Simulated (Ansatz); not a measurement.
# How Nb3Sn absorbs and reflects light

Aim: the dielectric function of Nb3Sn, and the optical constants that follow from it.

Method: DFT, r2SCAN, plane-wave PAW, default files, scalar-relativistic, independent-particle optical response without local fields, in Ansatz 0.2.0.

### 1. Set-up

It takes space group Pm-3n (No. 223, cubic). The conventional cell has a = 5.282 Å, b = 5.282 Å, c = 5.282 Å, α = 90.00°, β = 90.00°, γ = 90.00°. Sn has 12 Nb at 2.95 Å nearest. Nb has 2 Nb at 2.64 Å and 4 Sn at 2.95 Å nearest. Farther neighbours are not listed.

As a file:

```cif
data_structure
_symmetry_space_group_name_H-M 'Pm-3n'
_symmetry_Int_Tables_number 223
_cell_length_a 5.2821
_cell_length_b 5.2821
_cell_length_c 5.2821
_cell_angle_alpha 90.000
_cell_angle_beta 90.000
_cell_angle_gamma 90.000
_cell_volume 147.37
loop_
_atom_site_label
_atom_site_type_symbol
_atom_site_symmetry_multiplicity
_atom_site_Wyckoff_symbol
_atom_site_fract_x
_atom_site_fract_y
_atom_site_fract_z
_atom_site_occupancy
Sn1 Sn 2 a 0.50000 0.50000 0.50000 1
Nb1 Nb 6 c 0.00000 0.50000 0.25000 1
```

### 2. Ground state and bands

First the ground state: is it a metal or has it a gap?

This step: DFT, r2SCAN, plane-wave PAW, default files, scalar-relativistic, ground state (Ansatz 0.2.0).

Input file input.yaml:

```yaml
crystal:
  lattice:
    - [5.2821, 0.0, 0.0]
    - [0.0, 5.2821, 0.0]
    - [0.0, 0.0, 5.2821]
  atoms:
    - { symbol: Sn, position: [0.5, 0.5, 0.5] }
    - { symbol: Sn, position: [0.0, 0.0, 0.0] }
    - { symbol: Nb, position: [0.0, 0.5, 0.25] }
    - { symbol: Nb, position: [0.0, 0.5, 0.75] }
    - { symbol: Nb, position: [0.5, 0.25, 0.0] }
    - { symbol: Nb, position: [0.75, 0.0, 0.5] }
    - { symbol: Nb, position: [0.5, 0.75, 0.0] }
    - { symbol: Nb, position: [0.25, 0.0, 0.5] }
kpoints:
  mp_grid: { grid: [5, 5, 5] }
  band_path:
    path:
      - [[0.0, 0.0, 0.0], [0.0, 0.5, 0.0], [0.5, 0.5, 0.0], [0.0, 0.0, 0.0], [0.5, 0.5, 0.5], [0.0, 0.5, 0.0]]
      - [[0.5, 0.5, 0.0], [0.5, 0.5, 0.5]]
    npoints: 8
scf:
  occupations: { method: fermi_dirac, width: 0.05 }
  n_extra_bands: 12
hamiltonian:
  xc: r2scan
  pseudopotentials: { kind: paw }
output:
  forces: true
  stress: true
  populations: true
  write_bands: true
```

Launch:

```sh
$ ansatz run input.yaml --threads 4 --pin off --max-ram 8192MiB --backend cpu --events-out ev --progress --plain --runs-dir out
```

Numbers of over 12 decimals in the logs are rounded to 6 here.

Log:

```text
scf.n_extra_bands = 12 over 53 filled bands (N_el = 106.0): the run solves 65 bands
Engine: ansatz 0.2.0, x86_64-unknown-linux-gnu
Pseudopotentials: kind: paw
Pseudopotential: Sn, paw, valence charge 14, recommended cutoff 500 eV (meta_gga), Sn.paw.azcp
Pseudopotential: Nb, paw, valence charge 13, recommended cutoff 500 eV (meta_gga), Nb.paw.azcp
Functional definition: r2SCAN
  parameter k0 = 0.174
  parameter k1 = 0.065
  parameter a1 = 4.9479
  exchange = r2scan_x(k0 = k0, k1 = k1, a1 = a1)
  correlation = r2scan_c
Crystal: 8 atoms, lattice volume = 147.374 Å³
Basis set: ecut = 500 eV, 3743 PW (Γ), exchange–correlation on 160×160×160 points (64 copies of the dense FFT grid, shifted against one another)
Bands: 65, of which v1, the nominal top of the filled ones, is band 53 counted from 1 (52 counted from 0)
Symmetry: 48 space group operations
Space group: Pm-3n (ITA 223), of the structure as read, at distance tolerance 5.3e-5 Å
k-points: 10 of 125
Non-local potential: Sn, projectors of the file, l = 0: 2, l = 1: 2, l = 2: 2, l = 3: 2
Non-local potential: Nb, projectors of the file, l = 0: 3, l = 1: 2, l = 2: 2, l = 3: 1
PAW form: soft (Blöchl's): semilocal exchange-correlation on the pseudo side does not see the compensation charge
PAW frozen core: Sn, regenerated for the run's functional (the file was generated under x = pbe(κ = 0.804, μ = 0.219515), c = pbe(β = 0.066725))
PAW frozen core: Nb, regenerated for the run's functional (the file was generated under x = pbe(κ = 0.804, μ = 0.219515), c = pbe(β = 0.066725))
PAW one-centre angular grid: Sn, 590 points (default); XC on 249 of its mesh's 2787 points in the sphere
PAW one-centre angular grid: Nb, 590 points (default); XC on 160 Gauss nodes
Initial density: superposition of atomic densities (neutral atoms: chi_scale 0, normalization atom), corrected by the library's trained network
Initial wavefunctions: pseudopotential atomic-orbital guess
Functional: x = r2scan, c = r2scan; τ floored in thin density (d = 2e-4 eV/Å³)
SCF iter   1: F=—  HF=-39460.880676 eV  |F-HF|=—  |Δ(HF+E_count)|=         —  Δρ=9.46e-3  dr2=1.22e-1  dr2_τ=9.00e-2  ethr=1.77e-3  ⟨swp⟩=6.0  Hψ=2271  notcnv=0  defer=3
preconditioner: auto → Kerker (q_TF=auto, 2.582 Å⁻¹)  [metal: Δε(μ)=0.010 eV  Ē_g=11.632 eV  σ=0.050 eV  W_gap=0.05  n_scr=32 (ndim 8)  ℏωp=23.3 eV  f_vac=0.000  D(μ)=14.00/eV (n_scr^D=178)]
SCF iter   2: F=—  HF=-39460.894325 eV  |F-HF|=—  |Δ(HF+E_count)|=   1.36e-2  Δρ=5.21e-3  dr2=3.37e-2  dr2_τ=1.64e-3  ethr=1.15e-4  ⟨swp⟩=2.8  Hψ=1234  notcnv=0  defer=39
SCF iter   3: F=—  HF=-39460.890310 eV  |F-HF|=—  |Δ(HF+E_count)|=   4.02e-3  Δρ=8.63e-4  dr2=7.46e-4  dr2_τ=4.86e-5  ethr=3.18e-5  ⟨swp⟩=2.0  Hψ=1071  notcnv=0  defer=39
SCF iter   4: F=—  HF=-39460.890691 eV  |F-HF|=—  |Δ(HF+E_count)|=   3.81e-4  Δρ=2.57e-4  dr2=6.72e-5  dr2_τ=5.36e-6  ethr=7.04e-7  ⟨swp⟩=2.0  Hψ=906  notcnv=0  defer=39
SCF iter   5: F=—  HF=-39460.890717 eV  |F-HF|=—  |Δ(HF+E_count)|=   2.60e-5  Δρ=7.25e-5  dr2=5.99e-6  dr2_τ=3.03e-7  ethr=6.34e-8  ⟨swp⟩=2.1  Hψ=943  notcnv=0  defer=39
SCF iter   6: F=—  HF=-39460.890720 eV  |F-HF|=—  |Δ(HF+E_count)|=   3.70e-6  Δρ=1.31e-5  dr2=1.81e-7  dr2_τ=1.50e-8  ethr=5.65e-9  ⟨swp⟩=2.0  Hψ=1052  notcnv=0  defer=39
SCF iter   7: F=-39460.890721 eV  HF=-39460.890721 eV  |F-HF|=3.14e-9  |Δ(HF+E_count)|=   7.48e-8  Δρ=3.42e-6  dr2=1.52e-8  dr2_τ=1.09e-9  ethr=9.43e-11  ⟨swp⟩=9.9  Hψ=2346  notcnv=0
SCF 1 converged in 7 iterations: F = -39460.890721 eV  dr2 = 1.52e-8
  greatest PAW one-centre occupation: 1.000 electrons in one spin orbital (limit 2), on the Nb atom at site 7 (counted from 0), in its partial waves of l = 0
NSCF: frozen V_eff on 50 k-points
SCF converged after 7 iterations
Free energy (F): -39460.890721 eV
Harris-Foulkes:  -39460.890721 eV  (|F-HF|=3.14e-9)
Internal energy: -39460.783423 eV  (E = F + TS)
E sigma→0 (E₀):  -39460.837072 eV
Entropy (-TS):   -0.107297 eV (-13.412 meV/atom)
Fermi energy:    17.232522 eV
--- Per-component energies (eV) ---
  E_band       = -518.094263
  E_kinetic    = 2743.914312
  E_local      = -5367.507506  (includes V_loc(G=0)·N_el)
  E_nonlocal   = 654.056381
  E_hartree    = 2185.402529
  E_xc         = -1768.661214
  E_vxc        = -1631.385758  (∫ρ·V_xc dr)
  E_paw        = -26868.708027  (= ΣΔE_a)
  E_vpaw       = -1390.253986  (= ΣTr[D̂ρ^β])
  E_aug_tail   = 0.000028  (compensation charges beyond the density's cutoff)
  E_vtau       = 102.278300  (kinetic-family band-sum trace: ∫τ·v_τ [+ j·A + Jᵃ·Aᵃ] dr)
  E_ewald      = -11039.595982
  E_core_change = 0.316055  (= ΣΔE_core)
  E_smearing   = -0.107297  (= −TS)
  E_closure    = 0.000000  (closes the sum)
  Σ components = -39460.890721   (vs F -39460.890721, Δ=0.00e0)
--- Forces (eV/Å), atoms counted from 1 ---
  atom   1  Sn     0.00000000    -0.00000000     0.00000000
  atom   2  Sn     0.00000000    -0.00000000     0.00000000
  atom   3  Nb     0.00000000     0.00000000     0.00000000
  atom   4  Nb     0.00000000     0.00000000    -0.00000000
  atom   5  Nb     0.00000000    -0.00000000     0.00000000
  atom   6  Nb     0.00000000    -0.00000000     0.00000000
  atom   7  Nb    -0.00000000     0.00000000     0.00000000
  atom   8  Nb     0.00000000     0.00000000     0.00000000
  max |Σ_I F_I| component: 2.83e-17 eV/Å
--- Stress (GPa, compression-positive) ---
        2.220514       0.000000       0.000000
        0.000000       2.220514       0.000000
        0.000000       0.000000       2.220514
  P = ⅓ Tr σ = 2.2205 GPa (22.205 kbar)
--- Band table (eV; the first three rows and the last of 10) ---
  k-point 0: bands = [... 49 lower, 16.6155, 16.6155, 16.6155, 17.2137, 17.2137, 19.8894, 19.8894, 19.8894, ... 8 higher]
  k-point 1: bands = [... 49 lower, 16.5853, 16.6703, 16.6703, 17.2812, 17.2882, 19.4321, 19.7363, 19.7363, ... 8 higher]
  k-point 2: bands = [... 49 lower, 16.3813, 16.3813, 16.4422, 16.8412, 17.1570, 18.5917, 19.6316, 19.6316, ... 8 higher]
  k-point 9: bands = [... 49 lower, 16.8393, 17.1492, 17.2236, 17.2388, 17.2388, 17.5385, 17.5385, 18.0745, ... 8 higher]
--- Löwdin populations: 8 sites ---
  site symbol       q [e]
     0     Sn     14.0576
     1     Sn     14.0576
     2     Nb     12.9057
     3     Nb     12.9057
     4     Nb     12.9057
     5     Nb     12.9057
     6     Nb     12.9057
     7     Nb     12.9057
  spilling = 0.004253 (of n_electrons = 106.000000)
```

The job ended after 16 s (4 threads of Intel Xeon at 2.50GHz (Skylake/Cascade Lake), shared host; peak memory 0.94 GiB; 58 s of CPU time).

Read-outs, printed or worked out from the files:

```
free energy         : -39460.8907 eV
Fermi energy        : 17.23 eV
electrons           : 106
symmetry operations : 48
pressure            : 2.221 GPa
volume              : 147.4 Å³
gap on the path     : 0 eV
```

There are states at the Fermi level within the smearing, so the occupations stay smeared and the carriers get a Drude term. The cell is left with a pressure of 2.2 GPa, as it stands unrelaxed at this level.

The electronic bands at the labelled points (eV, zero at the Fermi level; # counts the bands kept):

```
    point    #15    #16    #17    #18    #19    #20   #21   #22
        Γ  -1.47  -0.62  -0.62  -0.62  -0.02  -0.02  2.66  2.66
  halfway  -1.30  -0.67  -0.58  -0.58   0.05   0.05  1.91  2.45
        X  -1.03  -1.03  -0.92  -0.92  -0.37  -0.37  1.67  1.67
  halfway  -0.62  -0.50  -0.44  -0.38  -0.15  -0.08  1.25  1.54
        M   0.14   0.14   0.16   0.21   0.21   0.69  0.69  0.70
  halfway  -1.27  -0.58  -0.48  -0.38  -0.15   0.14  1.46  1.93
        Γ  -1.47  -0.62  -0.62  -0.62  -0.02  -0.02  2.66  2.66
  halfway  -1.06  -0.58  -0.58  -0.28  -0.17  -0.17  1.19  1.19
        R   0.12   0.12   0.12   0.12   0.12   0.12  0.12  0.12
  halfway  -0.61  -0.61  -0.33  -0.33   0.08   0.08  0.75  0.75
        X  -1.03  -1.03  -0.92  -0.92  -0.37  -0.37  1.67  1.67
jump to M   0.14   0.14   0.16   0.21   0.21   0.69  0.69  0.70
  halfway  -0.41   0.02   0.02   0.16   0.16   0.18  0.25  0.67
        R   0.12   0.12   0.12   0.12   0.12   0.12  0.12  0.12
```

[end of part 1 of 2]

[Logs are printed without paths, hosts, clocks, repeated set-up lines and the standing remarks that a program may print on its own settings, such as how far it seeks lower states.]

[Hosts, paths, dates, database ids (printed as entryN), source tags and the programs' standing remarks are cut or masked in the printed files.]
